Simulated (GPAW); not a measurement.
# A 8-layer slab of Li(100) in an electric field, part 2 of 2

Aim: the dipole that a field along the normal induces in a 8-layer slab of Li(100).

GPAW 26.7.0; GPAW, PAW setups; slab in vacuum, relaxation (the session's first sound run).

So far, upper work function (eV): step 2 (relaxing the atoms) 2.98; step 3 (plane waves, PBE) 2.98.

## Step 7: In a field

run.py reads:

```python
import json
import numpy as np
from ase import Atoms
from gpaw import GPAW, PW
from gpaw.external import ConstantElectricField

slab = Atoms(
    ['Li', 'Li', 'Li', 'Li', 'Li', 'Li', 'Li', 'Li'],
    positions=[
        [1.74500, 1.74500, 7.00000],
        [0.00000, 0.00000, 8.74500],
        [1.74500, 1.74500, 10.49000],
        [0.00000, 0.00000, 12.23500],
        [1.74500, 1.74500, 13.96073],
        [-0.00000, -0.00000, 15.66254],
        [1.74500, 1.74500, 17.28752],
        [-0.00000, 0.00000, 19.02457]],
    cell=[[3.49, 0.0, 0.0], [0.0, 3.49, 0.0], [0.0, 0.0, 26.215]],
    pbc=[True, True, False])

slab.calc = GPAW(mode=PW(400), xc='PBE', kpts={'size': (9, 9, 1), 'gamma': True},
                 occupations={'name': 'fermi-dirac', 'width': 0.1}, nbands='300%',
                 convergence={'density': 1e-05}, maxiter=200,
                 poissonsolver={'dipolelayer': 'xy'},
                 external=ConstantElectricField(0.05, [0, 0, 1]),
                 symmetry={'tolerance': 1e-3}, txt='slab.txt')
result = {}
energy = slab.get_potential_energy()
fermi = slab.calc.get_fermi_level()
v = slab.calc.get_electrostatic_potential().mean((0, 1)) - fermi
n = slab.calc.get_pseudo_density().mean((0, 1))
L = slab.cell[2, 2]
z = np.arange(len(v)) * L / len(v)
low, high = slab.positions[:, 2].min(), slab.positions[:, 2].max()
below, above = np.interp([low - 4.8, high + 4.8], z, v)
slopes = [np.interp(x, z, np.gradient(v, z)) for x in (low - 4.8, high + 4.8)]
eps = np.array([[slab.calc.get_eigenvalues(k, s) for k in range(len(slab.calc.get_ibz_k_points()))]
                for s in range(slab.calc.get_number_of_spins())]) - fermi
top, bottom = eps[eps < 0].max(), eps[eps > 0].min()
dipole = slab.get_dipole_moment()[2]
print(f'energy {energy:.4f} eV, Fermi level {fermi:.4f} eV, dipole {dipole:.5f} e A')
print(f'potential 4.8 A off the faces, from the Fermi level: lower {below:.4f} eV, upper {above:.4f} eV')
print(f'slope of the potential there: lower {slopes[0]:.5f}, upper {slopes[1]:.5f} eV/A')
print(f'nearest levels on the mesh: {top:.4f} and {bottom:.4f} eV')
print('magnetic moment', round(slab.get_magnetic_moment(), 3))
result.update(energy=energy, fermi=fermi, dipole=dipole, below=below, above=above, slopes=slopes, edges=[top, bottom],
              z=z.tolist(), v=v.tolist(), n=n.tolist(), positions=slab.positions.tolist(),
              forces=slab.get_forces(apply_constraint=False).tolist(), moments=slab.get_magnetic_moments().tolist())
json.dump(result, open('result.json', 'w'))
```

Started as:

```sh
$ OMP_NUM_THREADS=1 OPENBLAS_NUM_THREADS=1 python run.py
```

Output:

```text
energy -14.5016 eV, Fermi level -1.1906 eV, dipole 0.05467 e A
potential 4.8 A off the faces, from the Fermi level: lower 3.3982 eV, upper 2.5859 eV
slope of the potential there: lower -0.00271, upper 0.00219 eV/A
nearest levels on the mesh: -0.0533 and 0.0066 eV
magnetic moment 0.0
```

It took 1.9 min on 1 thread of Intel Xeon Platinum 8259CL at 2.50GHz (Skylake/Cascade Lake), shared host; peak memory 0.3 GiB.

## Step 8: In a field

Edit run.py of step 7 so:

```diff
@@ -24,3 +24,3 @@
                  poissonsolver={'dipolelayer': 'xy'},
-                 external=ConstantElectricField(0.05, [0, 0, 1]),
+                 external=ConstantElectricField(0.1, [0, 0, 1]),
                  symmetry={'tolerance': 1e-3}, txt='slab.txt')
```

Output:

```text
energy -14.5057 eV, Fermi level -1.1935 eV, dipole 0.10861 e A
potential 4.8 A off the faces, from the Fermi level: lower 3.8063 eV, upper 2.1927 eV
slope of the potential there: lower -0.00310, upper 0.00197 eV/A
nearest levels on the mesh: -0.0533 and 0.0066 eV
magnetic moment 0.0
```

The job ended after 2 min (1 thread; peak memory 0.3 GiB).

The dipole is now 0.109 e Å, against 8.9e-4 in the run without a field.

## Step 9: In a field

Edit run.py of step 8 so:

```diff
@@ -24,3 +24,3 @@
                  poissonsolver={'dipolelayer': 'xy'},
-                 external=ConstantElectricField(0.1, [0, 0, 1]),
+                 external=ConstantElectricField(0.2, [0, 0, 1]),
                  symmetry={'tolerance': 1e-3}, txt='slab.txt')
```

Output:

```text
energy -14.5219 eV, Fermi level -1.2014 eV, dipole 0.21660 e A
potential 4.8 A off the faces, from the Fermi level: lower 4.6293 eV, upper 1.4115 eV
slope of the potential there: lower -0.00411, upper 0.00164 eV/A
nearest levels on the mesh: -0.0531 and 0.0066 eV
magnetic moment 0.0
```

Elapsed: 2.2 min, on 1 thread; peak memory 0.3 GiB.

The electrostatic potential energy of an electron (without an applied field's), less the Fermi level, planar mean oscillates, so the rows of the table below give means over windows of 1.68 Å about each position, cut where the curve ends. Its maxima inside the range that stand out by 2 % of the span (Å: eV): 0.9: 4.63, 7.9: 1.67, 9.6: 1.40, 11.3: 1.06, 13.1: 0.664, 14.8: 0.296, 16.5: -0.277, 18.1: -0.360. Its minima: 7.0: -0.439, 8.8: -0.391, 10.5: -0.769, 12.3: -1.14, 13.9: -1.49, 15.7: -1.81, 17.3: -2.14, 19.1: -2.86.

The electrostatic potential energy of an electron (without an applied field's), less the Fermi level, planar mean by z; means over each step:

z (Å), electrostatic potential energy of an electron (without an applied field's), less the Fermi level, planar mean (eV) and a bar from the least value:
```
     0.84       4.45 #############################
     2.52       4.62 ##############################
     4.20       4.52 #############################
     5.88       2.93 ######################
     7.56       0.73 ###########
     9.24       0.58 ##########
    10.92       0.23 ########
    12.60      -0.14 #######
    14.28      -0.50 #####
    15.96      -0.94 ###
    17.64      -1.17 ##
    19.32      -1.50 
    21.00       1.10 #############
    22.68       1.40 ##############
    24.36       1.41 ##############
    26.04       1.59 ###############
```

The dipole is now 0.217 e Å, against 8.9e-4 in the run without a field.

## Step 10: In a field

Edit run.py of step 9 so:

```diff
@@ -24,3 +24,3 @@
                  poissonsolver={'dipolelayer': 'xy'},
-                 external=ConstantElectricField(0.2, [0, 0, 1]),
+                 external=ConstantElectricField(0.3, [0, 0, 1]),
                  symmetry={'tolerance': 1e-3}, txt='slab.txt')
```

Output:

```text
energy -14.5490 eV, Fermi level -1.2125 eV, dipole 0.32484 e A
potential 4.8 A off the faces, from the Fermi level: lower 5.4623 eV, upper 0.6368 eV
slope of the potential there: lower -0.00559, upper 0.00144 eV/A
nearest levels on the mesh: -0.0528 and 0.0066 eV
magnetic moment 0.0
```

Run time: 2 min. Hardware: 1 thread; peak memory 0.29 GiB.

The dipole is now 0.325 e Å, against 8.9e-4 in the run without a field.

## Step 11: The series

The members are put on one axis.

This step: induced dipole against applied field (GPAW 26.7.0).

Table of dipole along the normal by field:

```
field (V/Å)  dipole along the normal (e·Å)
     -0.200                         -0.215
     -0.100                         -0.107
     -0.050                        -0.0532
      0.000                         8.9e-4
      0.050                         0.0547
      0.100                          0.109
      0.200                          0.217
      0.300                          0.325
```

## Step 12: Results

```yaml
work_function_upper_and_lower_face: 2.981 and 2.992 eV
dipole_along_the_normal: 8.9e-4 e Å
induced_dipole_per_field: 1.08 e Å per V/Å
out_of_plane_polarisability_per_area_alpha_eps_0_a: 16.0 Å
```

The field induces 1.08 e Å per V/Å, a polarisable thickness α/(ε0 A) of 16.0 Å beside 12.0 Å between the outermost nuclei. A perfect conductor would give the distance between its two image planes; a dielectric of thickness t gives t(1 - 1/ε). The measured value for polycrystalline Li, which weights the faces of low work function, is 2.93 eV (as compiled in "Anisotropic work function of elemental crystals", 2019, arxiv:1902.07811); the relaxed upper face lies 0.051 eV over it with PBE. Measured work functions scatter by a tenth of an eV or more between methods. The induced dipole is linear in the field over this range. The small printed dipole stands for a step of -13 meV from the lower to the upper face, and the probes find -11 meV; values this small are near the numerical noise of both. The in-plane lattice was kept as typed, which isn't the functional's own and leaves some strain; spin-orbit coupling and temperature are left out.

[Logs are printed without paths, hosts, clocks, repeated set-up lines and the standing remarks that a program may print on its own settings, such as how far it seeks lower states.]

[Hosts, paths, dates, database ids (printed as entryN), source tags and the programs' standing remarks are cut or masked in the printed files.]
